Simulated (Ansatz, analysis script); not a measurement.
# CuF2: which texture of moments is lowest, part 2 of 2

Aim: rank collinear and non-collinear patterns of moments in one cell of CuF2.

Ansatz 0.2.0; PBEsol with U = 6 eV on Cu d (ortho-atomic projectors), PAW set soft_1 (files made for PBE).

So far. Step 2 (Starting state): The run ends ferromagnetic, with a net moment of 4 μB a cell. Only this order was typed.

## 3. Start: ferro

Level of this step: Ansatz DFT on spinors from a typed pattern of moment directions; PBEsol+U, PAW set soft_1; PAW set soft_1 (Ansatz).

The parallel pattern comes first.

File input.yaml:

```yaml
crystal:
  lattice:
    - [2.7868682953, 0.0, -4.5589330534]
    - [-3.32, -4.54, 0.0]
    - [-3.32, 4.54, 0.0]
  atoms:
    - { symbol: Cu, position: [0.0, 0.5, 0.5], spin: 0.78, spin_axis: [0.0, 0.0, 1.0] }
    - { symbol: Cu, position: [0.0, 0.0, 0.0], spin: 0.78, spin_axis: [0.0, 0.0, 1.0] }
    - { symbol: Cu, position: [0.5, 0.25, 0.75], spin: 0.78, spin_axis: [0.0, 0.0, 1.0] }
    - { symbol: Cu, position: [0.5, 0.75, 0.25], spin: 0.78, spin_axis: [0.0, 0.0, 1.0] }
    - { symbol: F, position: [0.7, 0.222, 0.522] }
    - { symbol: F, position: [0.7, 0.722, 0.022] }
    - { symbol: F, position: [0.8, 0.728, 0.528] }
    - { symbol: F, position: [0.8, 0.228, 0.028] }
    - { symbol: F, position: [0.3, 0.778, 0.478] }
    - { symbol: F, position: [0.3, 0.278, 0.978] }
    - { symbol: F, position: [0.2, 0.272, 0.472] }
    - { symbol: F, position: [0.2, 0.772, 0.972] }
kpoints:
  mp_grid: { grid: [5, 5, 5] }
hamiltonian:
  xc: pbesol
  hubbard:
    projectors: ortho-atomic
    sites: [{ species: Cu, l: d, u_eff: 6.0 }]
  pseudopotentials: { kind: paw, azcp: { folder: soft_1 }, xc_functional: pbe }
scf:
  occupations: { method: fermi_dirac, width: 0.05 }
  max_iter: 120
  convergence: { dr2_threshold: 1.0e-08 }
  lower_state_search: "off"
basis:
  ecutwfc: 420.0
magnetization:
  noncollinear: true
```

The run is started by

```sh
ansatz run input.yaml --threads 2 --pin off --max-ram 5632MiB --backend cpu --events-out ev --progress --plain --runs-dir out
```

Numbers of over 12 decimals in the logs are rounded to 6 here.

The log of the run:

```text
[...]
Crystal: 12 atoms, lattice volume = 137.432 Å³
Basis set: ecut = 420 eV, 2681 PW (Γ)
Bands: 160, of which v1, the nominal top of the filled ones, is band 132 counted from 1 (131 counted from 0)
Symmetry: 4 space group operations + 4 with time reversal
[...]
k-points: 39 of 125 (time reversal used)
[...]
Starting moments: Σ|m| = 3.12 μB on 4 of 12 sites
[...]
SCF iter   1: F=—  HF=-32767.400989 eV  |F-HF|=—  |Δ(HF+E_count)|=         —  Δρ=2.98e-1  dr2=8.86e1  dr2_m=5.63e0  ethr=3.10e-3  |M|=5.41e-1 ∫|m|=5.69e-1 μB  |m|>n=0.0e0 m-floor=0.0e0 τ_xc=0.0e0  β_m=0.30  ⟨swp⟩=5.2  Hψ=21252  notcnv=0  defer=71
[...]
spin=Noncollinear: Kerker preconditioning applied to the charge; magnetization (m_x, m_y, m_z) channels mix plain (no charge-response kernel on spin).
SCF iter   2: F=—  HF=-32748.558999 eV  |F-HF|=—  |Δ(HF+E_count)|=    1.88e1  Δρ=9.88e-2  dr2=1.17e1  dr2_m=1.90e0  ethr=3.10e-3  |M|=9.11e-1 ∫|m|=9.38e-1 μB  |m|>n=0.0e0 m-floor=0.0e0 τ_xc=0.0e0  β_m=0.30  ⟨swp⟩=3.1  Hψ=12976  notcnv=0  defer=694
[...]
SCF iter  21: F=-32750.531097 eV  HF=-32750.531097 eV  |F-HF|=1.22e-9  |Δ(HF+E_count)|=   2.26e-8  Δρ=1.65e-6  dr2=2.82e-9  dr2_m=2.39e-10  ethr=7.58e-12  |M|=4.00e0 ∫|m|=4.18e0 μB  |m|>n=0.0e0 m-floor=0.0e0 τ_xc=0.0e0  ⟨swp⟩=2.7  Hψ=11888  notcnv=0
SCF 1 converged in 21 iterations: F = -32750.531097 eV  dr2 = 2.82e-9
[...]
SCF converged after 21 iterations
Stability not checked: this state was not tested for a lower state beside it, because this non-collinear magnet's GGA is evaluated by the locally collinear projection, under which the energy is not smooth in the magnetisation (locally_collinear_gga; see scf.lower_state_search)
Magnetization: |M| = 4.0000 μB,  M = (+0.0000, +0.0000, +4.0000) μB
Absolute magnetization: 4.1074 μB (∫|m|, with the PAW one-centre terms)
Moment direction: held on its axis by an average over the rotations of spin about it
  site 0: m = (+0.0000, +0.0000, +0.7850) μB, |m| = 0.7850 μB  (R = 0.79 Å)
  site 1: m = (+0.0000, +0.0000, +0.7850) μB, |m| = 0.7850 μB  (R = 0.79 Å)
  site 2: m = (+0.0000, +0.0000, +0.7850) μB, |m| = 0.7850 μB  (R = 0.79 Å)
  site 3: m = (+0.0000, +0.0000, +0.7850) μB, |m| = 0.7850 μB  (R = 0.79 Å)
  site 4: m = (+0.0000, +0.0000, +0.0946) μB, |m| = 0.0946 μB  (R = 0.79 Å)
  site 5: m = (+0.0000, +0.0000, +0.0946) μB, |m| = 0.0946 μB  (R = 0.79 Å)
  site 6: m = (+0.0000, +0.0000, +0.0946) μB, |m| = 0.0946 μB  (R = 0.79 Å)
  site 7: m = (+0.0000, +0.0000, +0.0946) μB, |m| = 0.0946 μB  (R = 0.79 Å)
  site 8: m = (+0.0000, +0.0000, +0.0946) μB, |m| = 0.0946 μB  (R = 0.79 Å)
  site 9: m = (+0.0000, +0.0000, +0.0946) μB, |m| = 0.0946 μB  (R = 0.79 Å)
  site 10: m = (+0.0000, +0.0000, +0.0946) μB, |m| = 0.0946 μB  (R = 0.79 Å)
  site 11: m = (+0.0000, +0.0000, +0.0946) μB, |m| = 0.0946 μB  (R = 0.79 Å)
Free energy (F): -32750.531097 eV
[...]
Internal energy: -32750.531097 eV  (E = F + TS)
E sigma→0 (E₀):  -32750.531097 eV
Fermi energy:    5.627452 eV
[...]
--- Hubbard shell moments (per corrected site; Tr N, ν in electrons; μ in μ_B) ---
  shell 0: Tr N=9.2021  μ_S=(+0.0000, -0.0000, +0.7494)  μ_L=(+0.0000, -0.0000, +0.0000)  μ=(+0.0000, -0.0000, +0.7494)  ν=0.0000 along (+0.000, +0.000, +1.000)
[...]
shell 2: Tr N=9.2021  μ_S=(+0.0000, -0.0000, +0.7494)  μ_L=(+0.0000, +0.0000, +0.0000)  μ=(+0.0000, +0.0000, +0.7494)  ν=0.0000 along (+0.000, +0.000, +1.000)
[...]
Occupation matrices written to <dir>
```

The job ended after 2.7 min (2 threads of Arm Neoverse V2, shared host; peak memory 1.7 GiB; 5.4 min of CPU time).

It ends ferromagnetic; the largest site carries 0.785 μB.

Spin moment in the atom's sphere by atom:

```tsv
atom	x (μB)	y (μB)	z (μB)	size
Cu1	0.000	0.000	0.785	0.785
Cu2	0.000	0.000	0.785	0.785
Cu3	0.000	0.000	0.785	0.785
Cu4	0.000	0.000	0.785	0.785
F5	0.000	0.000	0.095	0.095
F6	0.000	0.000	0.095	0.095
F7	0.000	0.000	0.095	0.095
F8	0.000	0.000	0.095	0.095
F9	0.000	0.000	0.095	0.095
F10	0.000	0.000	0.095	0.095
F11	0.000	0.000	0.095	0.095
F12	0.000	0.000	0.095	0.095
```

## 4. Start: random 1

Random directions favour no pattern, so the moments can find one that was not thought of.

input.yaml, the sections that differ from step 3:

```yaml
crystal:
  lattice:
    - [2.7868682953, 0.0, -4.5589330534]
    - [-3.32, -4.54, 0.0]
    - [-3.32, 4.54, 0.0]
  atoms:
    - { symbol: Cu, position: [0.0, 0.5, 0.5], spin: 0.78, spin_axis: [-0.550272, 0.698188, -0.457966] }
    - { symbol: Cu, position: [0.0, 0.0, 0.0], spin: 0.78, spin_axis: [-0.979599, 0.090838, 0.179259] }
    - { symbol: Cu, position: [0.5, 0.25, 0.75], spin: 0.78, spin_axis: [0.546174, -0.831007, 0.105456] }
    - { symbol: Cu, position: [0.5, 0.75, 0.25], spin: 0.78, spin_axis: [-0.906576, 0.314234, 0.281739] }
    - { symbol: F, position: [0.7, 0.222, 0.522] }
    - { symbol: F, position: [0.7, 0.722, 0.022] }
    - { symbol: F, position: [0.8, 0.728, 0.528] }
    - { symbol: F, position: [0.8, 0.228, 0.028] }
    - { symbol: F, position: [0.3, 0.778, 0.478] }
    - { symbol: F, position: [0.3, 0.278, 0.978] }
    - { symbol: F, position: [0.2, 0.272, 0.472] }
    - { symbol: F, position: [0.2, 0.772, 0.972] }
output:
  write_density: true
  write_potential: true
  elf: true
  volumetric_format: npy
# kpoints, hamiltonian, scf, basis, magnetization: as in step 3
```

The log of the run:

```text
[...]
Crystal: 12 atoms, lattice volume = 137.432 Å³
Basis set: ecut = 420 eV, 2681 PW (Γ)
Bands: 160, of which v1, the nominal top of the filled ones, is band 132 counted from 1 (131 counted from 0)
Symmetry: 1 space group operations
[...]
k-points: 125
[...]
Starting moments: Σ|m| = 3.12 μB on 4 of 12 sites
[...]
k-point 0: bands = [... 128 lower, 4.0853, 4.0853, 4.3520, 4.3521, 7.1927, 7.1927, 7.4083, 7.4084, ... 24 higher]
  k-point 1: bands = [... 128 lower, 3.9541, 4.0155, 4.1521, 4.2691, 7.2148, 7.2555, 7.3936, 7.4076, ... 24 higher]
  k-point 2: bands = [... 128 lower, 3.8812, 3.9332, 4.0361, 4.0829, 7.2758, 7.3459, 7.3529, 7.3977, ... 24 higher]
  k-point 124: bands = [... 128 lower, 3.9578, 3.9579, 4.2767, 4.2767, 7.3155, 7.3155, 7.3888, 7.3889, ... 24 higher]
Occupation matrices written to <dir>
[key lines of the parts left out:]
SCF converged after 64 iterations
Magnetization: |M| = 0.0004 μB,  M = (+0.0002, -0.0002, -0.0003) μB
Free energy (F): -32750.631387 eV
Fermi energy:    5.690034 eV
```

The job ended after 34 min (2 threads; peak memory 4.1 GiB; 68 min of CPU time).

It ends antiferromagnetic; the largest site carries 0.763 μB.

Spin moment in the atom's sphere by atom:

```tsv
atom	x (μB)	y (μB)	z (μB)	size
Cu1	-0.310	0.514	-0.471	0.763
Cu2	-0.310	0.514	-0.471	0.763
Cu3	0.310	-0.514	0.471	0.763
Cu4	0.310	-0.514	0.471	0.763
F5	0.000	0.001	0.000	0.001
F6	0.000	0.001	0.000	0.001
F7	0.000	-0.001	0.000	0.001
F8	0.000	-0.001	0.000	0.001
F9	0.000	0.001	0.000	0.001
F10	0.000	0.001	0.000	0.001
F11	0.000	-0.001	0.000	0.001
F12	0.000	-0.001	0.000	0.001
```

## 5. Start: tetrahedral

input.yaml, the sections that differ from step 4:

```yaml
crystal:
  lattice:
    - [2.7868682953, 0.0, -4.5589330534]
    - [-3.32, -4.54, 0.0]
    - [-3.32, 4.54, 0.0]
  atoms:
    - { symbol: Cu, position: [0.0, 0.5, 0.5], spin: 0.78, spin_axis: [0.57735, 0.57735, 0.57735] }
    - { symbol: Cu, position: [0.0, 0.0, 0.0], spin: 0.78, spin_axis: [0.57735, -0.57735, -0.57735] }
    - { symbol: Cu, position: [0.5, 0.25, 0.75], spin: 0.78, spin_axis: [-0.57735, 0.57735, -0.57735] }
    - { symbol: Cu, position: [0.5, 0.75, 0.25], spin: 0.78, spin_axis: [-0.57735, -0.57735, 0.57735] }
    - { symbol: F, position: [0.7, 0.222, 0.522] }
    - { symbol: F, position: [0.7, 0.722, 0.022] }
    - { symbol: F, position: [0.8, 0.728, 0.528] }
    - { symbol: F, position: [0.8, 0.228, 0.028] }
    - { symbol: F, position: [0.3, 0.778, 0.478] }
    - { symbol: F, position: [0.3, 0.278, 0.978] }
    - { symbol: F, position: [0.2, 0.272, 0.472] }
    - { symbol: F, position: [0.2, 0.772, 0.972] }
# kpoints, hamiltonian, scf, basis, magnetization: as in step 4
# output: removed
```

The log of the run:

```text
[...]
Crystal: 12 atoms, lattice volume = 137.432 Å³
Basis set: ecut = 420 eV, 2681 PW (Γ)
Bands: 160, of which v1, the nominal top of the filled ones, is band 132 counted from 1 (131 counted from 0)
Symmetry: 2 space group operations
[...]
k-points: 75 of 125
[...]
Starting moments: Σ|m| = 3.12 μB on 4 of 12 sites
[...]
shell 2: Tr N=9.2105  μ_S=(-0.7324, -0.0002, +0.0001)  μ_L=(-0.0000, -0.0000, -0.0000)  μ=(-0.7324, -0.0002, +0.0000)  ν=0.0001 along (-1.000, -0.000, +0.000)
  shell 3: Tr N=9.2105  μ_S=(-0.7324, +0.0001, -0.0001)  μ_L=(-0.0000, -0.0000, -0.0000)  μ=(-0.7324, +0.0001, -0.0001)  ν=0.0001 along (-1.000, +0.000, -0.000)
Occupation matrices written to <dir>
[key lines of the parts left out:]
SCF converged after 62 iterations
Magnetization: |M| = 0.0001 μB,  M = (-0.0000, -0.0001, +0.0000) μB
Free energy (F): -32750.631387 eV
Fermi energy:    5.689972 eV
```

Run time: 18 min. Hardware: 2 threads; peak memory 2.8 GiB.

It ends antiferromagnetic; the largest site carries 0.763 μB.

Spin moment in the atom's sphere by atom:

```tsv
atom	x (μB)	y (μB)	z (μB)	size
Cu1	0.763	0.000	0.000	0.763
Cu2	0.763	0.000	0.000	0.763
Cu3	-0.763	0.000	0.000	0.763
Cu4	-0.763	0.000	0.000	0.763
F5	0.001	0.000	0.000	0.001
F6	0.001	0.000	0.000	0.001
F7	-0.001	0.000	0.000	0.001
F8	-0.001	0.000	0.000	0.001
F9	0.001	0.000	0.000	0.001
F10	0.001	0.000	0.000	0.001
F11	-0.001	0.000	0.000	0.001
F12	-0.001	0.000	0.000	0.001
```

## 6. Start: collinear ++--

input.yaml, the sections that differ from step 5:

```yaml
crystal:
  lattice:
    - [2.7868682953, 0.0, -4.5589330534]
    - [-3.32, -4.54, 0.0]
    - [-3.32, 4.54, 0.0]
  atoms:
    - { symbol: Cu, position: [0.0, 0.5, 0.5], spin: 0.78, spin_axis: [0.0, 0.0, 1.0] }
    - { symbol: Cu, position: [0.0, 0.0, 0.0], spin: 0.78, spin_axis: [0.0, 0.0, 1.0] }
    - { symbol: Cu, position: [0.5, 0.25, 0.75], spin: 0.78, spin_axis: [0.0, 0.0, -1.0] }
    - { symbol: Cu, position: [0.5, 0.75, 0.25], spin: 0.78, spin_axis: [0.0, 0.0, -1.0] }
    - { symbol: F, position: [0.7, 0.222, 0.522] }
    - { symbol: F, position: [0.7, 0.722, 0.022] }
    - { symbol: F, position: [0.8, 0.728, 0.528] }
    - { symbol: F, position: [0.8, 0.228, 0.028] }
    - { symbol: F, position: [0.3, 0.778, 0.478] }
    - { symbol: F, position: [0.3, 0.278, 0.978] }
    - { symbol: F, position: [0.2, 0.272, 0.472] }
    - { symbol: F, position: [0.2, 0.772, 0.972] }
# kpoints, hamiltonian, scf, basis, magnetization: as in step 5
```

The log of the run:

```text
[...]
Crystal: 12 atoms, lattice volume = 137.432 Å³
Basis set: ecut = 420 eV, 2681 PW (Γ)
Bands: 160, of which v1, the nominal top of the filled ones, is band 132 counted from 1 (131 counted from 0)
Symmetry: 8 space group operations
[...]
k-points: 39 of 125
[...]
Starting moments: Σ|m| = 3.12 μB on 4 of 12 sites
[...]
--- Hubbard shell moments (per corrected site; Tr N, ν in electrons; μ in μ_B) ---
  shell 0: Tr N=9.2105  μ_S=(+0.0000, -0.0000, +0.7324)  μ_L=(-0.0000, +0.0000, -0.0000)  μ=(-0.0000, +0.0000, +0.7324)  ν=0.0000 along (+0.000, +0.000, +1.000)
[...]
shell 2: Tr N=9.2105  μ_S=(+0.0000, -0.0000, -0.7324)  μ_L=(+0.0000, +0.0000, +0.0000)  μ=(+0.0000, +0.0000, -0.7324)  ν=0.0000 along (-0.000, -0.000, -1.000)
[...]
Occupation matrices written to <dir>
[key lines of the parts left out:]
SCF converged after 19 iterations
Magnetization: |M| = 0.0000 μB,  M = (+0.0000, +0.0000, -0.0000) μB
Free energy (F): -32750.631387 eV
Fermi energy:    5.690041 eV
```

Elapsed: 2.5 min, on 2 threads; peak memory 1.8 GiB.

It ends antiferromagnetic; the largest site carries 0.763 μB.

Spin moment in the atom's sphere by atom:

```tsv
atom	x (μB)	y (μB)	z (μB)	size
Cu1	0.000	0.000	0.763	0.763
Cu2	0.000	0.000	0.763	0.763
Cu3	0.000	0.000	-0.763	0.763
Cu4	0.000	0.000	-0.763	0.763
F5	0.000	0.000	0.001	0.001
F6	0.000	0.000	0.001	0.001
F7	0.000	0.000	-0.001	0.001
F8	0.000	0.000	-0.001	0.001
F9	0.000	0.000	0.001	0.001
F10	0.000	0.000	0.001	0.001
F11	0.000	0.000	-0.001	0.001
F12	0.000	0.000	-0.001	0.001
```

## 7. Start: 90 degrees in a plane

input.yaml, the sections that differ from step 6:

```yaml
crystal:
  lattice:
    - [2.7868682953, 0.0, -4.5589330534]
    - [-3.32, -4.54, 0.0]
    - [-3.32, 4.54, 0.0]
  atoms:
    - { symbol: Cu, position: [0.0, 0.5, 0.5], spin: 0.78, spin_axis: [1.0, 0.0, 0.0] }
    - { symbol: Cu, position: [0.0, 0.0, 0.0], spin: 0.78, spin_axis: [0.0, 1.0, 0.0] }
    - { symbol: Cu, position: [0.5, 0.25, 0.75], spin: 0.78, spin_axis: [-1.0, 0.0, 0.0] }
    - { symbol: Cu, position: [0.5, 0.75, 0.25], spin: 0.78, spin_axis: [0.0, -1.0, 0.0] }
    - { symbol: F, position: [0.7, 0.222, 0.522] }
    - { symbol: F, position: [0.7, 0.722, 0.022] }
    - { symbol: F, position: [0.8, 0.728, 0.528] }
    - { symbol: F, position: [0.8, 0.228, 0.028] }
    - { symbol: F, position: [0.3, 0.778, 0.478] }
    - { symbol: F, position: [0.3, 0.278, 0.978] }
    - { symbol: F, position: [0.2, 0.272, 0.472] }
    - { symbol: F, position: [0.2, 0.772, 0.972] }
# kpoints, hamiltonian, scf, basis, magnetization: as in step 6
```

The log of the run:

```text
[...]
Crystal: 12 atoms, lattice volume = 137.432 Å³
Basis set: ecut = 420 eV, 2681 PW (Γ)
Bands: 160, of which v1, the nominal top of the filled ones, is band 132 counted from 1 (131 counted from 0)
Symmetry: 1 space group operations
[...]
k-points: 125
[...]
Starting moments: Σ|m| = 3.12 μB on 4 of 12 sites
[...]
shell 2: Tr N=9.2105  μ_S=(-0.5215, -0.5141, +0.0101)  μ_L=(+0.0000, +0.0000, -0.0000)  μ=(-0.5215, -0.5141, +0.0101)  ν=0.0001 along (-0.712, -0.702, +0.014)
  shell 3: Tr N=9.2105  μ_S=(-0.5216, -0.5141, +0.0101)  μ_L=(-0.0000, -0.0000, +0.0000)  μ=(-0.5216, -0.5141, +0.0101)  ν=0.0001 along (-0.712, -0.702, +0.014)
Occupation matrices written to <dir>
[key lines of the parts left out:]
SCF converged after 44 iterations
Magnetization: |M| = 0.0004 μB,  M = (+0.0002, -0.0002, -0.0002) μB
Free energy (F): -32750.631387 eV
Fermi energy:    5.690014 eV
```

It took 21 min on 2 threads; peak memory 4.1 GiB.

It ends antiferromagnetic; the largest site carries 0.763 μB.

## 8. Start: random 2

input.yaml, the sections that differ from step 7:

```yaml
crystal:
  lattice:
    - [2.7868682953, 0.0, -4.5589330534]
    - [-3.32, -4.54, 0.0]
    - [-3.32, 4.54, 0.0]
  atoms:
    - { symbol: Cu, position: [0.0, 0.5, 0.5], spin: 0.78, spin_axis: [0.960231, 0.27866, -0.017459] }
    - { symbol: Cu, position: [0.0, 0.0, 0.0], spin: 0.78, spin_axis: [0.436084, -0.505764, -0.744335] }
    - { symbol: Cu, position: [0.5, 0.25, 0.75], spin: 0.78, spin_axis: [0.811748, 0.419879, 0.405915] }
    - { symbol: Cu, position: [0.5, 0.75, 0.25], spin: 0.78, spin_axis: [-0.416226, 0.853105, -0.314591] }
    - { symbol: F, position: [0.7, 0.222, 0.522] }
    - { symbol: F, position: [0.7, 0.722, 0.022] }
    - { symbol: F, position: [0.8, 0.728, 0.528] }
    - { symbol: F, position: [0.8, 0.228, 0.028] }
    - { symbol: F, position: [0.3, 0.778, 0.478] }
    - { symbol: F, position: [0.3, 0.278, 0.978] }
    - { symbol: F, position: [0.2, 0.272, 0.472] }
    - { symbol: F, position: [0.2, 0.772, 0.972] }
# kpoints, hamiltonian, scf, basis, magnetization: as in step 7
```

The log of the run:

```text
[...]
Crystal: 12 atoms, lattice volume = 137.432 Å³
Basis set: ecut = 420 eV, 2681 PW (Γ)
Bands: 160, of which v1, the nominal top of the filled ones, is band 132 counted from 1 (131 counted from 0)
Symmetry: 1 space group operations
[...]
k-points: 125
[...]
Starting moments: Σ|m| = 3.12 μB on 4 of 12 sites
[...]
shell 2: Tr N=9.2104  μ_S=(-0.3575, +0.5375, +0.3461)  μ_L=(-0.0000, +0.0000, +0.0000)  μ=(-0.3575, +0.5375, +0.3461)  ν=0.0002 along (-0.488, +0.734, +0.473)
  shell 3: Tr N=9.2105  μ_S=(-0.3575, +0.5373, +0.3463)  μ_L=(+0.0000, -0.0000, -0.0000)  μ=(-0.3575, +0.5373, +0.3463)  ν=0.0001 along (-0.488, +0.734, +0.473)
Occupation matrices written to <dir>
[key lines of the parts left out:]
SCF converged after 49 iterations
Magnetization: |M| = 0.0001 μB,  M = (+0.0000, -0.0000, +0.0001) μB
Free energy (F): -32750.631387 eV
Fermi energy:    5.690036 eV
```

Wall time 24 min (2 threads); peak memory 4.1 GiB; 47 min of CPU time.

It ends antiferromagnetic; the largest site carries 0.763 μB.

## 9. The textures side by side

The last two columns average e·e over the pairs of the two nearest shells of magnetic atoms: 1 is parallel, −1 opposed.

The states reached:

```tsv
start	final state	energy (meV/magnetic atom)	net moment (μB/cell)	mean moment (μB)	least moment (μB)	typed angles to the first (deg)	final angles to the first (deg)	triple product of the first three	mean cosine, nearest magnetic neighbours	second shell
ferro	ferromagnetic	25.07	4	0.785	0.785	0 0 0	0 0 0	0	1	1
random 1	antiferromagnetic	0	4.00e-4	0.7627	0.7627	59 158 54	0 180 180	0	1	-1
tetrahedral	antiferromagnetic	0	1.00e-4	0.7627	0.7627	109 109 109	0 180 180	0	1	-1
collinear ++--	antiferromagnetic	0	0	0.7627	0.7627	0 180 180	0 180 180	0	1	-1
90 degrees in a plane	antiferromagnetic	0	4.00e-4	0.7627	0.7627	90 180 90	0 180 180	0	1	-1
random 2	antiferromagnetic	0	1.00e-4	0.7627	0.7627	73 27 99	0 180 180	0	1	-1
```

## 10. Outcome

```yaml
lowest_state_found: antiferromagnetic
mean_cosine_between_nearest_magnetic_neighbours_there: 1.0
net_moment_of_the_lowest_state: 4.0e-4 μB a cell
mean_moment_in_the_lowest_state: 0.763 μB
```

What this shows: The lowest state found is antiferromagnetic, reached from the start «random 1», 25.1 meV a magnetic atom under the next one (ferromagnetic). 5 of the 6 converged starts end within 0.1 meV of the lowest. 4 starts left the typed angles, so their energies belong to the state reached. Without spin–orbit coupling only the angles between moments count. Under a U each start can settle in its own orbital filling, which enters the ranking. Only the listed patterns were tried. The 6 spinor runs took 1.7 h of wall time, added up.

[Logs and program files are shortened in this print: banners, set-up blocks, solver, clock and traceback lines can be left out without a mark of their own.]

[Logs are printed without paths, hosts, clocks, repeated set-up lines and the standing remarks that a program may print on its own settings, such as how far it seeks lower states.]

[Hosts, paths, dates, database ids (printed as entryN), source tags and the programs' standing remarks are cut or masked in the printed files.]
